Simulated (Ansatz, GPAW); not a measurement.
# 1T-IrSTe monolayer: converging a work function, part 3 of 3

Aim: the settings at which the work function of 1T-IrSTe monolayer stops moving.

GPAW 26.7.0 and Ansatz 0.2.0; Ansatz plane waves; layer without images along its normal, relaxation of atoms and in-plane cell (the session's first sound run).

So far, upper work function (eV): step 3 (the slab's potential) 5.33; step 6 (cutoff 700 eV) 5.33; step 9 (k mesh 14×14) 5.37.

## 10. Scheme Methfessel-Paxton of order 0 (Gaussian), smearing 0.2

Level of this step: GPAW, PAW setups; slab in vacuum (GPAW).

Smearing changes the occupations near the Fermi level, and with them the level itself. Smearing helps the SCF of a metal converge, but it blurs occupations at band edges near the Fermi level.

run.py

```python
import json
import numpy as np
from ase import Atoms
from gpaw import GPAW, PW

slab = Atoms(
    ['Te', 'Ir', 'S'],
    positions=[
        [1.83708, 1.06064, 8.00000],
        [0.00000, 0.00000, 9.66898],
        [-0.00000, 2.12128, 10.72526]],
    cell=[[3.67416, 0.0, 0.0], [-1.83708, 3.18192, -0.0], [0.0, -0.0, 18.7253]],
    pbc=[True, True, False],
    magmoms=[0.0, 1.0, 0.0])

slab.calc = GPAW(mode=PW(400), xc='PBE', kpts={'size': (9, 9, 1), 'gamma': True},
                 occupations={'name': 'methfessel-paxton', 'width': 0.2}, nbands='160%',
                 convergence={'density': 1e-05}, maxiter=200,
                 poissonsolver={'dipolelayer': 'xy'},
                 symmetry={'tolerance': 1e-3}, txt='slab.txt')
result = {}
energy = slab.get_potential_energy()
fermi = slab.calc.get_fermi_level()
v = slab.calc.get_electrostatic_potential().mean((0, 1)) - fermi
n = slab.calc.get_pseudo_density().mean((0, 1))
L = slab.cell[2, 2]
z = np.arange(len(v)) * L / len(v)
low, high = slab.positions[:, 2].min(), slab.positions[:, 2].max()
below, above = np.interp([low - 5.8, high + 5.8], z, v)
slopes = [np.interp(x, z, np.gradient(v, z)) for x in (low - 5.8, high + 5.8)]
eps = np.array([[slab.calc.get_eigenvalues(k, s) for k in range(len(slab.calc.get_ibz_k_points()))]
                for s in range(slab.calc.get_number_of_spins())]) - fermi
top, bottom = eps[eps < 0].max(), eps[eps > 0].min()
dipole = slab.get_dipole_moment()[2]
print(f'energy {energy:.4f} eV, Fermi level {fermi:.4f} eV, dipole {dipole:.5f} e A')
print(f'potential 5.8 A off the faces, from the Fermi level: lower {below:.4f} eV, upper {above:.4f} eV')
print(f'slope of the potential there: lower {slopes[0]:.5f}, upper {slopes[1]:.5f} eV/A')
print(f'nearest levels on the mesh: {top:.4f} and {bottom:.4f} eV')
print('magnetic moment', round(slab.get_magnetic_moment(), 3))
result.update(energy=energy, fermi=fermi, dipole=dipole, below=below, above=above, slopes=slopes, edges=[top, bottom],
              z=z.tolist(), v=v.tolist(), n=n.tolist(), positions=slab.positions.tolist(),
              forces=slab.get_forces(apply_constraint=False).tolist(), moments=slab.get_magnetic_moments().tolist())
json.dump(result, open('result.json', 'w'))
```

On the command line:

```console
$ OMP_NUM_THREADS=1 OPENBLAS_NUM_THREADS=1 python run.py
```

Output:

```text
energy -17.0832 eV, Fermi level -1.1331 eV, dipole -0.05244 e A
potential 5.8 A off the faces, from the Fermi level: lower 4.5404 eV, upper 5.3485 eV
slope of the potential there: lower -0.00001, upper -0.00008 eV/A
nearest levels on the mesh: -0.0391 and 0.0742 eV
magnetic moment 0.0
```

It took 35 s on 1 thread of Intel Xeon Platinum 8488C (Sapphire Rapids), shared host; peak memory 0.25 GiB.

Numbers from this step:

```yaml
dipole_along_the_normal: -0.05244 e·Å
levels_nearest_the_fermi_level_on_the_mesh: -0.03912, 0.07419 eV from the Fermi level
upper_work_function: 5.349 eV
lower_work_function: 4.540 eV
```

The upper face's work function is 5.349 eV, against 5.330 eV in the first plane-wave PBE run at this geometry.

## 11. Cost and result by level

Times are for 1 thread of Intel Xeon Platinum 8488C (Sapphire Rapids), shared host. The runs compared:

```tsv
no.	run	upper work function (eV)	lower work function (eV)	time	memory (GiB)
1	pw	5.330	4.536	40 s	0.25
2	cutoff 700	5.328	4.537	81 s	0.42
3	k mesh 14×14	5.372	4.566	68 s	0.3
4	scheme Methfessel-Paxton of order 0 (Gaussian), smearing 0.2	5.349	4.540	35 s	0.25
```

## 12. Without the dipole layer

The dipole layer is taken out and the cell repeats along the normal.

run.py: that of step 10 with these lines changed.

```diff
@@ -12,3 +12,3 @@
     cell=[[3.67416, 0.0, 0.0], [-1.83708, 3.18192, -0.0], [0.0, -0.0, 18.7253]],
-    pbc=[True, True, False],
+    pbc=[True, True, True],
     magmoms=[0.0, 1.0, 0.0])
@@ -16,5 +16,4 @@
 slab.calc = GPAW(mode=PW(400), xc='PBE', kpts={'size': (9, 9, 1), 'gamma': True},
-                 occupations={'name': 'methfessel-paxton', 'width': 0.2}, nbands='160%',
+                 occupations={'name': 'fermi-dirac', 'width': 0.05}, nbands='160%',
                  convergence={'density': 1e-05}, maxiter=200,
-                 poissonsolver={'dipolelayer': 'xy'},
                  symmetry={'tolerance': 1e-3}, txt='slab.txt')
```

Output:

```text
energy -17.0841 eV, Fermi level -1.1150 eV, dipole -0.07046 e A
potential 5.8 A off the faces, from the Fermi level: lower 4.7937 eV, upper 5.0490 eV
slope of the potential there: lower -0.05800, upper -0.05807 eV/A
nearest levels on the mesh: -0.0436 and 0.0675 eV
magnetic moment 0.0
```

It took 36 s on 1 thread; peak memory 0.24 GiB.

The run finished. A setting was moved off its sound value on purpose, so it serves as a test and not as the result.

The fault put into the input: no dipole layer on a slab with a dipole, so the vacuum potential tilts and no work function is defined (dipole = false and pbc_z = true).

The two runs compared:

```tsv
quantity	this run	sound run	difference
dipole along the normal (e·Å)	-0.070464	-0.051546	-0.0189
sum of the site moments (μB)	1.366e-5	1.224e-5	1.4e-6
```

One result that differs is the dipole along the normal, -0.0705 e·Å against -0.0515 e·Å.

## 13. Side by side

Results and costs are gathered.

This step: comparison of work functions, dipole and cost (GPAW 26.7.0).

Ladder, by row:

```tsv
step	code	work function, upper (eV)	work function, lower (eV)	dipole (e Å)	wall time (s)	peak memory (GiB)	threads
pw	GPAW	5.33	4.536	-0.05155	39.94	0.25	1
ecut200	GPAW	5.323	4.524	-0.05141	12.43	0.16	1
ecut300	GPAW	5.328	4.533	-0.05163	19.85	0.19	1
ecut700	GPAW	5.328	4.537	-0.05141	81.41	0.42	1
k3	GPAW	5.713	4.712	-0.06489	14.32	0.21	1
k5	GPAW	5.287	4.443	-0.05478	21.47	0.22	1
k14	GPAW	5.372	4.566	-0.05235	68.27	0.3	1
smear	GPAW	5.349	4.54	-0.05244	35.18	0.25	1
nodip	GPAW	-	-	-0.07046	36.37	0.24	1
```

## 14. What came out

```yaml
work_function_upper_and_lower_face: 5.330 and 4.536 eV
dipole_along_the_normal: -0.0515 e Å
```

With plane waves and PBE the work function is 5.33 eV on the upper face and 4.54 eV on the lower. The two faces differ by 0.79 eV, the step that the slab's dipole makes (e p/(ε0 A) gives 0.80 eV), so the dipole layer is needed. The other smearing (Gaussian of 0.2 eV in place of Fermi-Dirac of 0.05) moves the two faces by 0.018 and 0.0045 eV on the same mesh; a mesh is converged only for its smearing. Over the sound runs of the table the upper face's work function spans 5.328 (ecut700) to 5.372 eV (k14). The densest mesh tried gives 5.372 and 4.566 eV on the two faces, so the base mesh isn't converged. One magnetic start was tried; another order may lie lower. The layer's cell and atoms come from the relaxation; spin-orbit coupling and temperature are left out.

[Logs are printed without paths, hosts, clocks, repeated set-up lines and the standing remarks that a program may print on its own settings, such as how far it seeks lower states.]

[Hosts, paths, dates, database ids (printed as entryN), source tags and the programs' standing remarks are cut or masked in the printed files.]
